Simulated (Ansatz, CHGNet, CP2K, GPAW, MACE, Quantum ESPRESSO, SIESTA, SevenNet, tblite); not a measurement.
**CP2K runs on P6_3/mmc (COD entry) Sr2MgAl3, size series (48 atoms)**

Aim: run P6_3/mmc (COD entry) Sr2MgAl3, size series (48 atoms) in CP2K and see how near its forces come to a plane-wave reference, and at what cost.

Program: CP2K 2026.2. Level of theory: the method is named at each step. Values are calculated unless marked as measured.

## Step 1: The structure

The cell holds 48 atoms: 16 Sr, 8 Mg and 24 Al. Cell: a = 12.740 Å, b = 12.740 Å, c = 10.140 Å, α = 90.0°, β = 90.0°, γ = 120.0°. It derives from Sr2MgAl3 (P6_3/mmc (measured, COD)), repeated 2×2×1. P6_3/mmc (COD entry) Sr2MgAl3 (cell 6.37, 6.37, 10.14, 90, 90, 120), 2 x 2 x 1 conventional cells; every coordinate displaced by a Gaussian of 0.08 Å. Then every atom was moved at random, 0.05 Å r.m.s. a Cartesian component.

The yardstick, on the same geometry:

* method: Kohn-Sham DFT, PBE, PAW, plane waves (Ansatz 0.2.0); cutoff 420 eV, Γ point, fermi-dirac smearing of 0.05 eV; PAW set soft_2
* r.m.s. force component: 0.2045 eV/Å
* longest force: 0.65 eV/Å
* pressure: -4.074 GPa
* SCF cycles: 9
* time: 6 s on 8 threads of Arm Neoverse V1, shared host
* CPU time: 42 s

## Step 2: PBE, DZVP-MOLOPT-SR, 1200/60 Ry, diagonalisation

Method: Kohn-Sham DFT, PBE, GTH-PBE pseudopotentials, Gaussian and plane waves, DZVP-MOLOPT-SR-GTH, diagonalisation.

input.inp

```
&GLOBAL
  PROJECT cell
  RUN_TYPE ENERGY_FORCE
  PRINT_LEVEL LOW
&END GLOBAL
&FORCE_EVAL
  METHOD QS
  STRESS_TENSOR ANALYTICAL
  &DFT
    BASIS_SET_FILE_NAME BASIS_MOLOPT
    POTENTIAL_FILE_NAME GTH_POTENTIALS
    &MGRID
      CUTOFF 1200
      REL_CUTOFF 60
      NGRIDS 5
    &END MGRID
    &QS
      EPS_DEFAULT 1.0E-12
    &END QS
    &SCF
      SCF_GUESS ATOMIC
      EPS_SCF 5.0E-06
      MAX_SCF 200
      ADDED_MOS 27
      &DIAGONALIZATION
        ALGORITHM STANDARD
      &END DIAGONALIZATION
      &SMEAR ON
        METHOD FERMI_DIRAC
        ELECTRONIC_TEMPERATURE [K] 580
      &END SMEAR
      &MIXING
        METHOD BROYDEN_MIXING
        ALPHA 0.15
        NBROYDEN 12
      &END MIXING
      &PRINT
        &RESTART OFF
        &END RESTART
      &END PRINT
    &END SCF
    &XC
      &XC_FUNCTIONAL PBE
      &END XC_FUNCTIONAL
    &END XC
    &PRINT
      &MULLIKEN ON
      &END MULLIKEN
      &HIRSHFELD ON
        SHAPE_FUNCTION DENSITY
      &END HIRSHFELD
      &MO ON
        EIGENVALUES T
        OCCUPATION_NUMBERS T
        MO_INDEX_RANGE 145 168
        &EACH
          QS_SCF 0
        &END EACH
        ADD_LAST NUMERIC
      &END MO
    &END PRINT
  &END DFT
  &SUBSYS
    &CELL
      A 12.73980 0.00000 0.00000
      B -6.36990 11.03299 0.00000
      C 0.00000 0.00000 10.14000
    &END CELL
    &COORD
      SCALED
      Sr 0.15814 0.32096 0.05614
      Sr 0.33857 0.16790 0.55574
      Sr 0.33623 0.16397 0.93315
      Sr 0.17735 0.33430 0.43491
      Mg 0.98718 0.98241 0.99620
      Mg 0.99618 0.99893 0.51338
      Al 0.42047 0.32677 0.24321
      Al 0.15617 0.07101 0.24075
      Al 0.41147 0.08304 0.25327
      Al 0.08140 0.16337 0.73382
      Al 0.32377 0.40009 0.74597
      Al 0.07739 0.42627 0.77064
      Sr 0.16329 0.82030 0.05371
      Sr 0.33974 0.67770 0.55248
      Sr 0.33710 0.66565 0.95561
      Sr 0.17096 0.83408 0.43269
      Mg 0.01665 0.51217 0.99894
      Mg 0.01496 0.49677 0.50169
      Al 0.42605 0.82713 0.25080
      Al 0.16089 0.57499 0.24506
      Al 0.41815 0.58169 0.26356
      Al 0.08887 0.67353 0.74091
      Al 0.32608 0.91165 0.75627
      Al 0.09125 0.91069 0.74522
      Sr 0.67907 0.34277 0.05470
      Sr 0.83186 0.16500 0.55328
      Sr 0.82870 0.15578 0.94475
      Sr 0.66431 0.32354 0.43813
      Mg 0.50565 0.00284 0.99084
      Mg 0.50872 0.00624 0.48408
      Al 0.90125 0.32779 0.25686
      Al 0.67170 0.06110 0.24138
      Al 0.91452 0.08483 0.26375
      Al 0.58630 0.16097 0.75168
      Al 0.82835 0.40995 0.73050
      Al 0.58360 0.40635 0.76106
      Sr 0.67043 0.83223 0.05264
      Sr 0.82120 0.67403 0.55360
      Sr 0.83554 0.65224 0.93776
      Sr 0.66615 0.83569 0.45065
      Mg 0.49253 0.49142 0.99429
      Mg 0.49330 0.49768 0.49678
      Al 0.92931 0.83400 0.26554
      Al 0.66853 0.57349 0.24851
      Al 0.91141 0.59075 0.26363
      Al 0.59761 0.66693 0.75474
      Al 0.82516 0.91628 0.74972
      Al 0.58421 0.91468 0.73541
    &END COORD
    &KIND Sr
      BASIS_SET DZVP-MOLOPT-SR-GTH-q10
      POTENTIAL GTH-PBE-q10
    &END KIND
    &KIND Mg
      BASIS_SET DZVP-MOLOPT-SR-GTH-q10
      POTENTIAL GTH-PBE-q10
    &END KIND
    &KIND Al
      BASIS_SET DZVP-MOLOPT-SR-GTH-q3
      POTENTIAL GTH-PBE-q3
    &END KIND
  &END SUBSYS
  &PRINT
    &FORCES ON
    &END FORCES
    &STRESS_TENSOR ON
    &END STRESS_TENSOR
  &END PRINT
&END FORCE_EVAL
```

Launch:

```bash
$ OMP_NUM_THREADS=2 cp2k.psmp -i input.inp > output.txt
```

Output:

```text
CP2K| version string:                                       CP2K version 2026.2
 CP2K| Input file name                                                 input.inp
 GLOBAL| Basis set file name                                        BASIS_MOLOPT
 GLOBAL| Potential file name                                      GTH_POTENTIALS
 GLOBAL| Run type                                                   ENERGY_FORCE
 GLOBAL| Total number of message passing processes                             1
 GLOBAL| Number of threads for this process                                    2
 TOTAL NUMBERS AND MAXIMUM NUMBERS
  Total number of            - Atomic kinds:                                   3
                             - Atoms:                                         48
                             - Shell sets:                                    48
                             - Shells:                                       256
                             - Primitive Cartesian functions:                248
                             - Cartesian basis functions:                    648
                             - Spherical basis functions:                    608
  Maximum angular momentum of- Orbital basis functions:                        2
                             - Local part of the GTH pseudopotential:          2
                             - Non-local part of the GTH pseudopotential:      3
 SCF PARAMETERS         Density guess:                                    ATOMIC
                        max_scf:                                             200
                        eps_scf:                                        5.00E-06
                        added MOs                                        27    0
                        Mixing method:                            BROYDEN_MIXING
                                                charge density mixing in g-space
                        Smear method:                                FERMI_DIRAC
                        Electronic temperature [K]:                        580.0
                        Electronic temperature [a.u.]:                  1.84E-03
                        Accuracy threshold:                             1.00E-10
 Extrapolation method: initial_guess
 Number of electrons:                                                        312
 Number of occupied orbitals:                                                156
 Number of molecular orbitals:                                               183
 Number of orbital functions:                                                608
 Number of independent orbital functions:                                    608
 SCF WAVEFUNCTION OPTIMIZATION
  Step     Update method      Time    Convergence         Total energy    Change
 *** the last MO => Add more MOs for proper smearing.                   ***
     1 NoMix/Diag. 0.15E+00   10.2     1.78780273     -1051.7267682233 -1.05E+03
 *** the last MO => Add more MOs for proper smearing.                   ***
     2 Broy./Diag. 0.15E+00   14.1     0.10827441     -1049.1786569889  2.55E+00
 *** the last MO => Add more MOs for proper smearing.                   ***
     3 Broy./Diag. 0.15E+00   14.5     0.24087481     -1048.3444970776  8.34E-01
     4 Broy./Diag. 0.15E+00   14.6     0.07424799     -1047.7367758180  6.08E-01
[...]
*** the last MO => Add more MOs for proper smearing.                   ***
    15 Broy./Diag. 0.15E+00   16.3     0.00002378     -1047.6713444865 -2.31E-04
 *** the last MO => Add more MOs for proper smearing.                   ***
    16 Broy./Diag. 0.15E+00   16.2     0.00000257     -1047.6714567035 -1.12E-04
  *** SCF run converged in    16 steps ***
  Electronic density on regular grids:       -311.9999999984        0.0000000016
  Core density on regular grids:              311.9999999996       -0.0000000004
  Total charge density on r-space grids:        0.0000000012
  Total charge density g-space grids:           0.0000000012
  Overlap energy of the core charge distribution:               0.000000
  Self energy of the core charge distribution:              -2246.495114
  Core Hamiltonian energy:                                    577.032165
  Hartree energy:                                             777.895314
  Exchange-correlation energy:                               -156.090651
  Electronic entropic energy:                                  -0.013170
  Fermi energy:                                                 0.191992
  Total energy:                                             -1047.671457
  Total energy (extrapolated to T->0):                      -1047.664872
 MO| EIGENVALUES AND OCCUPATION NUMBERS
 MO|
 MO|  Index      Eigenvalue [a.u.]        Eigenvalue [eV]             Occupation
 MO|    145               0.151662               4.126937               2.000000
 MO|    146               0.153431               4.175062               2.000000
 MO|    147               0.155279               4.225351               2.000000
[...]
MO|    167               0.210741               5.734542               0.000074
 MO|    168               0.213668               5.814214               0.000015
 MO| Sum:                                                             312.000000
 MO| E(Fermi):            0.191992 a.u.          5.224372 eV
 !-----------------------------------------------------------------------------!
                     Mulliken Population Analysis
 #  Atom  Element  Kind  Atomic population                           Net charge
       1     Sr       1          9.592079                              0.407921
       2     Sr       1          9.614274                              0.385726
       3     Sr       1          9.586001                              0.413999
[...]
47     Al       3          3.337282                             -0.337282
      48     Al       3          3.326164                             -0.326164
 # Total charge                            312.000000                 -0.000000
 !-----------------------------------------------------------------------------!
 !-----------------------------------------------------------------------------!
                           Hirshfeld Charges
  #Atom  Element  Kind  Ref Charge     Population                    Net charge
      1       Sr     1      10.000          9.913                         0.087
      2       Sr     1      10.000          9.919                         0.081
      3       Sr     1      10.000          9.924                         0.076
[...]
47       Al     3       3.000          3.085                        -0.085
     48       Al     3       3.000          3.085                        -0.085
  Total Charge                                                            0.000
 !-----------------------------------------------------------------------------!
 ENERGY| Total FORCE_EVAL ( QS ) energy [hartree]          -1047.671449
 FORCES| Atomic forces [hartree/bohr]
 FORCES|   Atom     x               y               z               |f|
 FORCES|      1  1.67406845E-03  1.03626987E-03  3.32475836E-03   3.86398480E-03
 FORCES|      2 -1.23046960E-03 -2.86746961E-03  4.70136045E-03   5.64262594E-03
 FORCES|      3 -1.69185405E-03 -2.87230595E-03  5.42273279E-05   3.33398443E-03
[...]
FORCES|     47  2.52410962E-03 -7.16011071E-04  3.35638875E-03   4.26018153E-03
 FORCES|     48 -1.02767299E-03  2.77945936E-03  4.22467761E-03   5.16036888E-03
 FORCES| Sum    -8.37750669E-03  3.64020452E-03  5.46266618E-03
 FORCES| Total atomic force                                       1.06430460E-02
 STRESS| Analytical stress tensor [bar]
 STRESS|                        x                   y                   z
 STRESS|      x       -5.75315930318E+04  -6.08000884553E+02  -5.82774247472E+02
 STRESS|      y       -6.08000884553E+02  -5.86826925095E+04  -5.76302907691E+02
 STRESS|      z       -5.82774247472E+02  -5.76302907691E+02   4.65793957416E+03
 STRESS| 1/3 Trace                                            -3.71854486557E+04
```

Wall time 4.7 min (2 threads of Arm Neoverse V1, shared host); peak memory 12 GiB.

Banners and routine set-up lines are dropped from the logs; longer cuts are marked.

Numbers from this run, and their distance from the reference:

| Property | Result |
| --- | --- |
| r.m.s. force component | 0.2538 eV/Å |
| r.m.s. difference of force components | 133.2 meV/Å |
| longest difference of force vectors | 719.2 meV/Å |
| force difference over r.m.s. force | 65.13 % |
| slope of forces against the reference's | 1.058 |
| correlation of force components | 0.8524 |
| pressure | -3.719 GPa |
| pressure difference | 0.3559 GPa |

This run lies far from the reference at the same functional.

Length of the force difference by element (eV/Å):

```tsv
element	atoms	mean	most
Al	24	0.017	0.029
Mg	8	0.55	0.72
Sr	16	0.049	0.065
```

Local excerpt of 13 atoms (numbers count through the whole input) about Al9, picked at random; x, y, z are measured from there.

```tsv
atom	x	y	z	distance (Å)	bonds	Hirshfeld charge (e)	Fx	Fy	Fz (eV/Å)
Al9	0.00	0.00	0.00	0.00	12	-0.08	0.02	-0.02	-0.20
Mg30	1.73	-0.85	2.34	3.03	12	0.09	-0.04	-0.19	0.61
Al7	-1.44	2.69	-0.10	3.05	12	-0.08	-0.03	0.15	-0.04
Al8	-3.18	-0.13	-0.13	3.18	12	-0.08	0.00	0.01	-0.08
Mg29	1.71	-0.88	-2.66	3.28	12	0.09	0.36	0.03	0.22
Al19	1.82	-2.82	-0.03	3.36	12	-0.08	-0.12	0.19	-0.11
Al32	3.46	-0.24	-0.12	3.47	12	-0.08	-0.27	0.32	-0.01
Sr2	-1.47	0.94	3.07	3.53	16	0.08	-0.06	-0.15	0.24
Sr16	-1.48	-2.75	1.82	3.61	16	0.08	-0.15	-0.04	-0.10
Sr28	1.69	2.65	1.87	3.66	16	0.07	-0.11	0.30	-0.26
Sr3	-1.47	0.89	-3.25	3.68	16	0.08	-0.09	-0.15	0.00
Sr13	-1.49	-2.90	-2.02	3.84	16	0.07	-0.04	0.37	0.38
Sr25	1.75	2.87	-2.01	3.92	16	0.08	-0.02	-0.41	0.39
```

Forces lie 65 % from the reference's, at 12 times its CPU time (on 2 against 8 cores).

The difference per atom is largest on Mg (0.55 eV/Å on average, against 0.049 on Sr). The forces add up to 0.55 eV/Å instead of zero, usually a sign of too coarse a grid.

## Step 3: PBE, SZV-MOLOPT-SR, 1200/60 Ry, diagonalisation

Method: Kohn-Sham DFT, PBE, GTH-PBE pseudopotentials, Gaussian and plane waves, SZV-MOLOPT-SR-GTH, diagonalisation.

input.inp: that of step 2 with these lines changed.

```diff
@@ -23,3 +23,3 @@
       MAX_SCF 200
-      ADDED_MOS 27
+      ADDED_MOS 24
       &DIAGONALIZATION
@@ -68,8 +68,8 @@
     &END CELL
-    &COORD
-      SCALED
-[... 48 atom lines left out: the same atoms as in the first run ...]
-    &END COORD
+    &TOPOLOGY
+      COORD_FILE_NAME structure.xyz
+      COORD_FILE_FORMAT XYZ
+    &END TOPOLOGY
     &KIND Sr
-      BASIS_SET DZVP-MOLOPT-SR-GTH-q10
+      BASIS_SET SZV-MOLOPT-SR-GTH-q10
       POTENTIAL GTH-PBE-q10
@@ -77,3 +77,3 @@
     &KIND Mg
-      BASIS_SET DZVP-MOLOPT-SR-GTH-q10
+      BASIS_SET SZV-MOLOPT-SR-GTH-q10
       POTENTIAL GTH-PBE-q10
@@ -81,3 +81,3 @@
     &KIND Al
-      BASIS_SET DZVP-MOLOPT-SR-GTH-q3
+      BASIS_SET SZV-MOLOPT-SR-GTH-q3
       POTENTIAL GTH-PBE-q3
```

structure.xyz

```xyz
48

Sr -0.02981 3.54115 0.56926
Sr 3.24381 1.85244 5.63520
Sr 3.23903 1.80908 9.46214
Sr 0.12995 3.68833 4.40999
Mg 6.31862 10.83892 10.10147
Mg 6.32805 11.02118 5.20567
Al 3.27521 3.60525 2.46615
Al 1.53725 0.78345 2.44121
Al 4.71309 0.91618 2.56816
Al -0.00363 1.80246 7.44093
Al 1.57623 4.41419 7.56414
Al -1.72936 4.70303 7.81429
Sr -3.14495 9.05036 0.54462
Sr 0.01134 7.47706 5.60215
Sr 0.05446 7.34411 9.68989
Sr -3.13501 9.20240 4.38748
Mg -3.05035 5.65077 10.12925
Mg -2.97379 5.48086 5.08714
Al 0.15906 9.12572 2.54311
Al -1.61292 6.34386 2.48491
[... 24 atom lines left out ...]
Al 7.84816 6.51774 2.67321
Al 3.36515 7.35823 7.65306
Al 4.67576 10.10931 7.60216
Al 1.61630 10.09166 7.45706
```

Launch:

```bash
$ OMP_NUM_THREADS=1 cp2k.psmp -i input.inp > output.txt
```

Output:

```text
CP2K| version string:                                       CP2K version 2026.2
 CP2K| Input file name                                                 input.inp
 GLOBAL| Basis set file name                                        BASIS_MOLOPT
 GLOBAL| Potential file name                                      GTH_POTENTIALS
 GLOBAL| Run type                                                   ENERGY_FORCE
 GLOBAL| Total number of message passing processes                             1
 GLOBAL| Number of threads for this process                                    1
[... lines left out ...]
                        Smear method:                                FERMI_DIRAC
[... lines left out ...]
 Number of electrons:                                                        312
[... lines left out ...]
  Step     Update method      Time    Convergence         Total energy    Change
[... lines left out ...]
  *** SCF run converged in    18 steps ***
[... lines left out ...]
  Fermi energy:                                                 0.288841
  Total energy:                                             -1043.632552
  Total energy (extrapolated to T->0):                      -1043.628635
[... lines left out ...]
 MO| E(Fermi):            0.288841 a.u.          7.859751 eV
[... lines left out ...]
     48       Al     3       3.000          3.326                        -0.326
  Total Charge                                                            0.000
 !-----------------------------------------------------------------------------!
 ENERGY| Total FORCE_EVAL ( QS ) energy [hartree]          -1043.632565
 FORCES| Atomic forces [hartree/bohr]
 FORCES|   Atom     x               y               z               |f|
 FORCES|      1 -1.07215802E-04  1.32483294E-03 -1.04511121E-03   1.69083855E-03
 FORCES|      2 -2.66521961E-03 -2.71146130E-03 -6.07476244E-04   3.85025263E-03
 FORCES|      3 -5.37109841E-03 -2.72173824E-03  7.86351017E-03   9.90410770E-03
[...]
FORCES|     47  1.08772765E-02  8.97867899E-03  7.48372055E-03   1.59667747E-02
 FORCES|     48 -1.24292789E-02  6.12243779E-03 -2.51529315E-03   1.40818293E-02
 FORCES| Sum    -8.63985200E-03  4.34440007E-03  6.10421080E-03
 FORCES| Total atomic force                                       1.14360065E-02
 STRESS| Analytical stress tensor [bar]
 STRESS|                        x                   y                   z
 STRESS|      x        2.16885854858E+04  -1.72112313769E+03  -2.71136593914E+02
 STRESS|      y       -1.72112313769E+03   1.91012777057E+04  -5.34666480494E+02
 STRESS|      z       -2.71136593914E+02  -5.34666480494E+02   7.11625039544E+04
 STRESS| 1/3 Trace                                             3.73174557153E+04
```

It took 7.2 min on 1 thread; peak memory 12 GiB.

Against the reference:

```yaml
r_m_s_force_component: 0.3684 eV/Å
r_m_s_difference_of_force_components: 294.8 meV/Å
longest_difference_of_force_vectors: 853.6 meV/Å
force_difference_over_r_m_s_force: 144.1 %
slope_of_forces_against_the_reference_s: 1.084
correlation_of_force_components: 0.6017
pressure: 3.732 GPa
pressure_difference: 7.806 GPa
```

This is a coarse setting, run to see what it loses.

Against the first run (65 %), the force difference from the reference is 144 %, at 0.88 times the CPU time (on 1 against 2 cores), with 216 basis functions against 608: the smaller basis costs accuracy.

The forces add up to 0.59 eV/Å instead of zero, usually a sign of too coarse a grid.

(Part 1 of 3 ends here.)

[Long decimals in the printed logs are rounded to 6 places.]

[Also dropped from logs without a mark: lines with file paths, logging warnings of Python, QE's lines on negative density and diagonalisation, SIESTA's first energy breakdown, zero terms and Voronoi charges.]

[Logs are printed without paths, hosts, clocks, repeated set-up lines and the standing remarks that a program may print on its own settings, such as how far it seeks lower states.]

[Hosts, paths, dates, database ids (printed as entryN), source tags and the programs' standing remarks are cut or masked in the printed files.]

[Most failed runs of this program on this cell are left out, timed-out ones always.]
